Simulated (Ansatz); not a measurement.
# A thicker film of MgO (110) from five thinner ones

In a field along its normal an insulating film takes a dipole p. Written as a length, p/(ε₀AE), it should grow by 1 − 1/ε for each ångström added.

**Method.** Ansatz 0.2.0, plane waves with PAW datasets (its set soft_2), PBE; rocksalt films relaxed at a bulk in-plane lattice constant near the measured one, then held in weak fields of both signs with a dipole correction (A is the cell's area, E the outer field).

```
     run  distance between the outer atoms (Å)  p/(ε₀AE) (Å)
 5 units                                 5.957         6.520
 6 units                                 7.469         7.534
 8 units                                10.489         9.628
 9 units                                11.999        10.675
12 units                                16.531        13.805
16 units                                22.573             ?
```

Q: Estimate the withheld value from the rows shown.

A least-squares line through the 5 rows shown has slope 0.6900 and intercept 2.3950; no row lies more than 0.015 Å off it. That slope means ε = 1/(1 − 0.6900) = 3.23. At 22.573 it gives 0.6900 × 22.573 + 2.3950 = 17.970 Å, beyond the rows fitted. Rounding and scatter of the rows alone allow about ±0.034 Å there.

The run itself gives 17.982 Å: a miss of +0.012 Å, or 0.1 % of the value. The length is met to within 1 %, though ε is more sensitive than the length: the two thickest films give ε = 3.24.

Caveats: This is the electronic response alone. A unit is one step of the cut along the normal (a plane, a pair of planes or a cell), and the layers relax along it, away from their bulk spacing where the functional's lattice constant differs from the one held.

[Logs are printed without paths, hosts, clocks, repeated set-up lines and the standing remarks that a program may print on its own settings, such as how far it seeks lower states.]
